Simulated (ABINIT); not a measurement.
**LiCaH3 (R-3c): G0W0 with ABINIT, start to end**

It takes space group R-3c (No. 167, trigonal). The conventional cell has a = 5.211 Å, b = 5.211 Å, c = 12.427 Å, α = 90.00°, β = 90.00°, γ = 120.00°. Li has 6 H at 1.85 Å nearest. Nearest to Ca lie 9 H at 2.34 to 2.57 Å. H has 2 Li at 1.85 Å and 3 Ca at 2.34 to 2.57 Å and 4 H at 2.57 Å nearest. Farther neighbours, and contacts between anions beyond the nearest, are not listed.

```
Li Ca H
1.0
     2.60557    1.50432    4.14244
    -2.60557    1.50432    4.14244
     0.00000   -3.00865    4.14244
Li Ca H
2 2 6
Direct
  0.00000 0.00000 0.00000
  0.50000 0.50000 0.50000
  0.25000 0.25000 0.25000
  0.75000 0.75000 0.75000
  0.69843 0.80157 0.25000
  0.25000 0.69843 0.80157
  0.80157 0.25000 0.69843
  0.75000 0.30157 0.19843
  0.19843 0.75000 0.30157
  0.30157 0.19843 0.75000
```

* method: RPA screening on LDA, plane waves, norm-conserving pseudopotentials (and 2 further levels or steps)
* program: ABINIT 10.8.3
* settings: cutoff 33 Ha, PseudoDojo scalar-relativistic 0.4.1 standard, norm-conserving, ngkpt (2, 2, 2), nband 56, ecuteps 3.2 Ha, inclvkb 2, shiftk (0, 0, 0), symchi 1, awtr 1, frequency ppm, 2×2×2 k-mesh
* cost: 5 runs, 1.8 min in all on 4 MPI ranks of Arm Neoverse V2, shared host
* notes: The cell and positions are those that the Materials Project relaxed with its own functionals (PBE, PBE+U or r2SCAN), kept fixed. Local fields lower the RPA ε∞ on this mesh from 6.57 to 5.93; a Γ-centred mesh this coarse tends to raise both, most where the direct gap is narrow, while a short band sum lowers them. The 2×2×2 mesh is coarse for this cell, which bears on the long-range parts of exchange and screening.
* LDA gap: 2.20 eV, indirect
* G0W0 gap on the mesh: 3.72 eV
* G0W0 gap over the zone (rigid shift): 3.61 eV
* GW settings: 2×2×2 mesh, 56 bands, screening to 87.1 eV, Godby-Needs plasmon pole
* known limits: short of the basis limit; coarse k mesh

G0W0 moves the gap on the mesh from 2.32 eV to 3.72 eV (+1.41 eV), with Z of 0.79 and 0.81 at the edges. The mesh misses the band edges by 0.12 eV in all; a rigid shift gives 3.61 eV for the zone.

[Long decimals in the printed logs are rounded to 6 places.]

[Logs are printed without paths, hosts, clocks, repeated set-up lines and the standing remarks that a program may print on its own settings, such as how far it seeks lower states.]

[Paths, hosts, dates, memory and timing lines, banners, echoed tables and standing remarks are left out of the program output; an Ansatz launch command may be rebuilt from the run's recorded settings. Measured values are a selection of at most five: reports struck by readers or far from the other reports are left out. None is set beside runs whose start may be inverted or whose files or cutoffs have a known fault.]

[Runs of the session that timed out or met a known fault of the program may be left out.]

[Hosts, paths, dates, database ids (printed as entryN), source tags and the programs' standing remarks are cut or masked in the printed files.]

[G0W0 gaps are taken among the corrected bands and points alone; a level outside them can change the order at an edge.]

[Where Ansatz stands beside ABINIT at settings called matched, ABINIT's density can come from a denser mesh and the files from another edition; pairs whose starting gaps differed by over 0.03 eV were left out, so agreement reads better than it is.]
